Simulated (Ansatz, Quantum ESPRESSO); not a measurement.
## Be3Bi (Pm-3m): zone-centre phonons

Wanted: the vibrations of Be3Bi (Pm-3m) at Γ, by two programs.

Main program and level: Quantum ESPRESSO 7.5; DFT LDA, scalar-relativistic, plane waves, PseudoDojo norm-conserving pseudopotentials.

The structure was built from a prototype and need not be the compound's stable phase.

### 1. Set-up

The structure is cubic, space group Pm-3m (No. 221). Conventional cell: a = 3.752 Å, b = 3.752 Å, c = 3.752 Å, α = 90.00°, β = 90.00°, γ = 90.00°. Nearest to Bi lie 12 Be at 2.65 Å. Be has 4 Bi at 2.65 Å and 8 Be at 2.65 Å nearest. Farther neighbours are not listed.

Coordinates:

```
CELL_PARAMETERS angstrom
3.75155 0.00000 0.00000
0.00000 3.75155 0.00000
0.00000 0.00000 3.75155
ATOMIC_POSITIONS crystal
Bi 0.00000 0.00000 0.00000
Be 0.00000 0.50000 0.50000
Be 0.50000 0.00000 0.50000
Be 0.50000 0.50000 0.00000
```

### 2. A probe with smearing

Before anything dear is run, a loose run with smearing shows whether this is a metal and how far the cell is from rest.

File probe.in:

```
 &control
    calculation='scf',
    prefix='x',
    outdir='./tmp',
    pseudo_dir='./pseudo',
    tprnfor=.true.,
    tstress=.true.,
    verbosity='high',
 /
 &system
    ibrav=1,
    celldm(1)=7.08941132,
    nat=4,
    ntyp=2,
    ecutwfc=88.0,
    occupations='smearing',
    smearing='gaussian',
    degauss=0.01,
 /
 &electrons
    conv_thr=1.0d-07,
    mixing_beta=0.7,
    electron_maxstep=100,
 /
ATOMIC_SPECIES
 Bi    208.9804  Bi.upf
 Be      9.0122  Be.upf
ATOMIC_POSITIONS crystal
 Bi     0.000000000   0.000000000   0.000000000
 Be     0.000000000   0.500000000   0.500000000
 Be     0.500000000   0.000000000   0.500000000
 Be     0.500000000   0.500000000   0.000000000
K_POINTS automatic
 6 6 6 0 0 0
```

Command:

```console
> OMP_NUM_THREADS=1 mpirun -n 4 pw.x -nk 4 -in probe.in > probe.out
```

Output:

```text
[banners, grids, parts of the stress and lines that vanish by symmetry left out]
Program PWSCF v.7.5
     bravais-lattice index     =            1
     lattice parameter (alat)  =       7.0894  a.u.
[...]
kinetic-energy cutoff     =      88.0000  Ry
     charge density cutoff     =     352.0000  Ry
     scf convergence threshold =      1.0E-07
[...]
Exchange-correlation= SLA  PW   NOGX NOGC
                           (   1   4   0   0   0   0   0)
[...]
48 Sym. Ops., with inversion, found
[...]
(     0          1          0      )
                  (     0          0          1      )
[...]
(  0.0000000  1.0000000  0.0000000 )
                  (  0.0000000  0.0000000  1.0000000 )
[...]
(     0         -1          0      )
                  (     0          0          1      )
[...]
(     1          0          0      )
[...]
( -1.0000000  0.0000000  0.0000000 )
                  (  0.0000000  1.0000000  0.0000000 )
[...]
number of k points=    20  Gaussian smearing, width (Ry)=  0.0100
[...]
End of self-consistent calculation
[...]
the Fermi energy is    11.8699 ev
!    total energy              =    -246.55479211 Ry
[...]
convergence has been achieved in   7 iterations
[...]
atom    1 type  1   force =     0.00000000    0.00000000    0.00000000
     atom    2 type  2   force =     0.00000000    0.00000000    0.00000000
     atom    3 type  2   force =     0.00000000    0.00000000    0.00000000
     atom    4 type  2   force =     0.00000000    0.00000000    0.00000000
[...]
Total force =     0.000000     Total SCF correction =     0.000000
[...]
total   stress  (Ry/bohr**3)                   (kbar)     P=       56.30
[...]
XML data file, charge density, pseudopotentials, collected wavefunctions

   JOB DONE.
```

Run time: 6 s. Hardware: 4 MPI ranks of Arm Neoverse V2, shared host.

Read from the output:

| Property | Result |
| --- | --- |
| volume per atom | 13.20 Å³ |
| pressure | 5.63 GPa |
| gap on the k-mesh | 0 eV |

No gap opens on this mesh, so smearing is kept; the start stands at 5.6 GPa.

### 3. Relaxation

The relaxation runs at a cutoff a fifth above that of the response, since stress converges more slowly with the basis than frequencies do. Forces and stress are brought to rest with tight thresholds.

File relax.in:

```
 &control
    calculation='vc-relax',
    prefix='x',
    outdir='./tmp',
    pseudo_dir='./pseudo',
    tprnfor=.true.,
    tstress=.true.,
    forc_conv_thr=2.0d-05,
    etot_conv_thr=1.0d-07,
    nstep=40,
 /
 &system
    ibrav=1,
    celldm(1)=7.08941132,
    nat=4,
    ntyp=2,
    ecutwfc=106,
    occupations='smearing',
    smearing='mv',
    degauss=0.02,
 /
 &electrons
    conv_thr=1.0d-11,
    mixing_beta=0.7,
    electron_maxstep=100,
 /
 &ions
 /
 &cell
    press_conv_thr=0.2,
 /
ATOMIC_SPECIES
 Bi    208.9804  Bi.upf
 Be      9.0122  Be.upf
ATOMIC_POSITIONS crystal
 Bi     0.000000000   0.000000000   0.000000000
 Be     0.000000000   0.500000000   0.500000000
 Be     0.500000000   0.000000000   0.500000000
 Be     0.500000000   0.500000000   0.000000000
K_POINTS automatic
 8 8 8 0 0 0
```

Command:

```console
> OMP_NUM_THREADS=1 mpirun -n 4 pw.x -nk 4 -in relax.in > relax.out
```

Output:

```text
[banners, grids, parts of the stress and lines that vanish by symmetry left out]
[banner, memory and clock lines left out]
Program PWSCF v.7.5

[...]
kinetic-energy cutoff     =     106.0000  Ry
     charge density cutoff     =     424.0000  Ry
     scf convergence threshold =      1.0E-11
[...]
energy convergence thresh.=      1.0E-07
     force convergence thresh. =      2.0E-05
     press convergence thresh. =      2.0E-01
     Exchange-correlation= SLA  PW   NOGX NOGC
                           (   1   4   0   0   0   0   0)
[...]
48 Sym. Ops., with inversion, found
[...]
number of k points=    35  Marzari-Vanderbilt smearing, width (Ry)=  0.0200
[...]
End of self-consistent calculation
[...]
the Fermi energy is    11.8528 ev
!    total energy              =    -246.55455947 Ry
[...]
convergence has been achieved in  10 iterations
[...]
atom    1 type  1   force =     0.00000000    0.00000000    0.00000000
     atom    2 type  2   force =     0.00000000    0.00000000    0.00000000
     atom    3 type  2   force =     0.00000000    0.00000000    0.00000000
     atom    4 type  2   force =     0.00000000    0.00000000    0.00000000
     Total force =     0.000000     Total SCF correction =     0.000000
[...]
total   stress  (Ry/bohr**3)                   (kbar)     P=       61.30
[...]
number of bfgs steps    =   0
[...]
CELL_PARAMETERS (alat=  7.08941132)
[...]
ATOMIC_POSITIONS (crystal)
Bi               0.0000000000        0.0000000000        0.0000000000
Be               0.0000000000        0.5000000000        0.5000000000
Be               0.5000000000        0.0000000000        0.5000000000
Be               0.5000000000        0.5000000000        0.0000000000
[...]
New effective cutoffs (rho, wfc):  414.69  103.81
[...]
End of self-consistent calculation
[...]
the Fermi energy is    11.3977 ev
!    total energy              =    -246.55806649 Ry
[...]
convergence has been achieved in   6 iterations
[...]
atom    1 type  1   force =     0.00000000    0.00000000    0.00000000
     atom    2 type  2   force =     0.00000000    0.00000000    0.00000000
     atom    3 type  2   force =     0.00000000    0.00000000    0.00000000
     atom    4 type  2   force =     0.00000000    0.00000000    0.00000000
     Total force =     0.000000     Total SCF correction =     0.000000
[...]
total   stress  (Ry/bohr**3)                   (kbar)     P=       31.18
[...]
number of bfgs steps    =   1
[...]
CELL_PARAMETERS (alat=  7.08941132)
[...]
ATOMIC_POSITIONS (crystal)
[...]
New effective cutoffs (rho, wfc):  405.61  101.53
[...]
End of self-consistent calculation
[...]
the Fermi energy is    10.9185 ev
!    total energy              =    -246.55948700 Ry
[...]
convergence has been achieved in   8 iterations
[...]
atom    1 type  1   force =     0.00000000    0.00000000    0.00000000
     atom    2 type  2   force =     0.00000000    0.00000000    0.00000000
     atom    3 type  2   force =     0.00000000    0.00000000    0.00000000
     atom    4 type  2   force =     0.00000000    0.00000000    0.00000000
     Total force =     0.000000     Total SCF correction =     0.000000
[...]
total   stress  (Ry/bohr**3)                   (kbar)     P=        3.41
[...]
number of bfgs steps    =   2
[...]
CELL_PARAMETERS (alat=  7.08941132)
[...]
ATOMIC_POSITIONS (crystal)
[...]
New effective cutoffs (rho, wfc):  404.49  101.25
[...]
End of self-consistent calculation
[...]
the Fermi energy is    10.8587 ev
!    total energy              =    -246.55950664 Ry
[...]
convergence has been achieved in   7 iterations
[...]
atom    1 type  1   force =     0.00000000    0.00000000    0.00000000
     atom    2 type  2   force =     0.00000000    0.00000000    0.00000000
[...]
Total force =     0.000000     Total SCF correction =     0.000000
[...]
total   stress  (Ry/bohr**3)                   (kbar)     P=        0.25
[...]
number of bfgs steps    =   3
[...]
CELL_PARAMETERS (alat=  7.08941132)
[...]
ATOMIC_POSITIONS (crystal)
[...]
New effective cutoffs (rho, wfc):  404.40  101.23
[...]
End of self-consistent calculation
[...]
the Fermi energy is    10.8540 ev
!    total energy              =    -246.55950675 Ry
[...]
convergence has been achieved in   5 iterations
[...]
Total force =     0.000000     Total SCF correction =     0.000000
[...]
total   stress  (Ry/bohr**3)                   (kbar)     P=        0.00
[...]
number of bfgs steps    =   4
[...]
small trust_radius: resetting bfgs history
[...]
CELL_PARAMETERS (alat=  7.08941132)
[...]
ATOMIC_POSITIONS (crystal)
[...]
New effective cutoffs (rho, wfc):  404.40  101.23
[...]
End of self-consistent calculation
[...]
the Fermi energy is    10.8539 ev
!    total energy              =    -246.55950675 Ry
[...]
convergence has been achieved in   2 iterations
[...]
atom    1 type  1   force =     0.00000000    0.00000000    0.00000000
     atom    2 type  2   force =     0.00000000    0.00000000    0.00000000
     atom    3 type  2   force =     0.00000000    0.00000000    0.00000000
     atom    4 type  2   force =     0.00000000    0.00000000    0.00000000
     Total force =     0.000000     Total SCF correction =     0.000000
[...]
total   stress  (Ry/bohr**3)                   (kbar)     P=        0.00
[...]
bfgs converged in   6 scf cycles and   5 bfgs steps
[...]
End of BFGS Geometry Optimization
     Final enthalpy           =    -246.5595067480 Ry
     File ./tmp/x.bfgs deleted, as requested
[...]
CELL_PARAMETERS (alat=  7.08941132)
[...]
ATOMIC_POSITIONS (crystal)
[...]
Be               0.5000000000        0.0000000000        0.5000000000
Be               0.5000000000        0.5000000000        0.0000000000
[...]
Final scf calculation at the relaxed structure.
[...]
kinetic-energy cutoff     =     106.0000  Ry
     charge density cutoff     =     424.0000  Ry
     scf convergence threshold =      1.0E-13
[...]
press convergence thresh. =      2.0E-01
     Exchange-correlation= SLA  PW   NOGX NOGC
                           (   1   4   0   0   0   0   0)
[...]
48 Sym. Ops., with inversion, found
[...]
number of k points=    35  Marzari-Vanderbilt smearing, width (Ry)=  0.0200
[...]
c_bands:  2 eigenvalues not converged
     c_bands:  1 eigenvalues not converged
[...]
End of self-consistent calculation
[...]
the Fermi energy is    10.8539 ev
!    total energy              =    -246.55951680 Ry
[...]
convergence has been achieved in  12 iterations
[...]
atom    1 type  1   force =     0.00000000    0.00000000    0.00000000
     atom    2 type  2   force =     0.00000000    0.00000000    0.00000000
     atom    3 type  2   force =     0.00000000    0.00000000    0.00000000
     atom    4 type  2   force =     0.00000000    0.00000000    0.00000000
     Total force =     0.000000     Total SCF correction =     0.000000
[...]
total   stress  (Ry/bohr**3)                   (kbar)     P=       -0.01
[...]
XML data file, charge density, pseudopotentials, collected wavefunctions
```

Elapsed: 70 s, on 4 MPI ranks.

The steps of the relaxation:

```
step  energy less that of the first step (eV)  largest force (eV/Å)  pressure (GPa)  volume (Å³)
   1                                   0.0000                0.0000            6.13        52.80
   2                                  -0.0477                0.0000            3.12        54.47
   3                                  -0.0670                0.0000            0.34        56.31
   4                                  -0.0673                0.0000            0.03        56.54
   5                                  -0.0673                0.0000            0.00        56.56
   6                                  -0.0673                0.0000            0.00        56.56
   7                                  -0.0674                0.0000            0.00        56.56
```

```
conventional cell, symmetrised  before  after  change
                         a (Å)   3.752  3.839  +2.3 %
                         b (Å)   3.752  3.839  +2.3 %
                         c (Å)   3.752  3.839  +2.3 %
              volume (Å³/atom)   13.20  14.14  +7.1 %
```

The relaxed structure:

```xyz
4
Lattice="3.8386 0.0000 0.0000 0.0000 3.8386 0.0000 0.0000 0.0000 3.8386" Properties=species:S:1:pos:R:3 pbc="T T T"
Bi    0.0000    0.0000    0.0000
Be    0.0000    1.9193    1.9193
Be    1.9193    0.0000    1.9193
Be    1.9193    1.9193    0.0000
```

The last row of the table of steps is pw.x's closing run on a basis chosen anew for the final cell, so its energy can jump.

Numbers from this step:

| Quantity | Value |
| --- | --- |
| volume per atom | 14.14 Å³ |
| pressure | -0.001 GPa |

The volume changes by +7.1 % from the cell with which this run began.

### 4. Self-consistent run for the response

Perturbation theory inherits every error of the wavefunctions, so the threshold is set near the limit of the arithmetic. Smearing stays on, as the first look found no gap above 0.3 eV.

File scf.in:

```
 &control
    calculation='scf',
    prefix='x',
    outdir='./tmp',
    pseudo_dir='./pseudo',
    tprnfor=.true.,
    tstress=.true.,
 /
 &system
    ibrav=1,
    celldm(1)=7.25388117,
    nat=4,
    ntyp=2,
    ecutwfc=88.0,
    occupations='smearing',
    smearing='mv',
    degauss=0.02,
 /
 &electrons
    conv_thr=1.0d-12,
    mixing_beta=0.7,
    electron_maxstep=100,
 /
ATOMIC_SPECIES
 Bi    208.9804  Bi.upf
 Be      9.0122  Be.upf
ATOMIC_POSITIONS crystal
 Bi     0.000000000   0.000000000   0.000000000
 Be     0.000000000   0.500000000   0.500000000
 Be     0.500000000   0.000000000   0.500000000
 Be     0.500000000   0.500000000   0.000000000
K_POINTS automatic
 8 8 8 0 0 0
```

Command:

```console
> OMP_NUM_THREADS=1 mpirun -n 4 pw.x -nk 4 -in scf.in > scf.out
```

Output:

```text
[banners, grids, parts of the stress and lines that vanish by symmetry left out]
[banner, memory and clock lines left out]
Program PWSCF v.7.5

[...]
kinetic-energy cutoff     =      88.0000  Ry
     charge density cutoff     =     352.0000  Ry
     scf convergence threshold =      1.0E-12
[...]
Exchange-correlation= SLA  PW   NOGX NOGC
                           (   1   4   0   0   0   0   0)
[...]
48 Sym. Ops., with inversion, found
[...]
number of k points=    35  Marzari-Vanderbilt smearing, width (Ry)=  0.0200
[...]
End of self-consistent calculation
[...]
the Fermi energy is    10.8540 ev
!    total energy              =    -246.55947961 Ry
[...]
convergence has been achieved in  11 iterations
[...]
atom    1 type  1   force =     0.00000000    0.00000000    0.00000000
     atom    2 type  2   force =     0.00000000    0.00000000    0.00000000
     atom    3 type  2   force =     0.00000000    0.00000000    0.00000000
     atom    4 type  2   force =     0.00000000    0.00000000    0.00000000
     Total force =     0.000000     Total SCF correction =     0.000000
[...]
total   stress  (Ry/bohr**3)                   (kbar)     P=       -0.14
[...]
XML data file, charge density, pseudopotentials, collected wavefunctions
```

Wall time 14 s (4 MPI ranks).

Numbers from this step:

* pressure: -0.01400 GPa

The cell stands at -0.014 GPa, close enough for phonons.

(Continued in part 2 of 3.)

[Host names and launcher messages were left out of these logs when they were recorded.]

[Logs are printed without paths, hosts, clocks, repeated set-up lines and the standing remarks that a program may print on its own settings, such as how far it seeks lower states.]

[Hosts, paths, dates, database ids (printed as entryN), source tags and the programs' standing remarks are cut or masked in the printed files.]
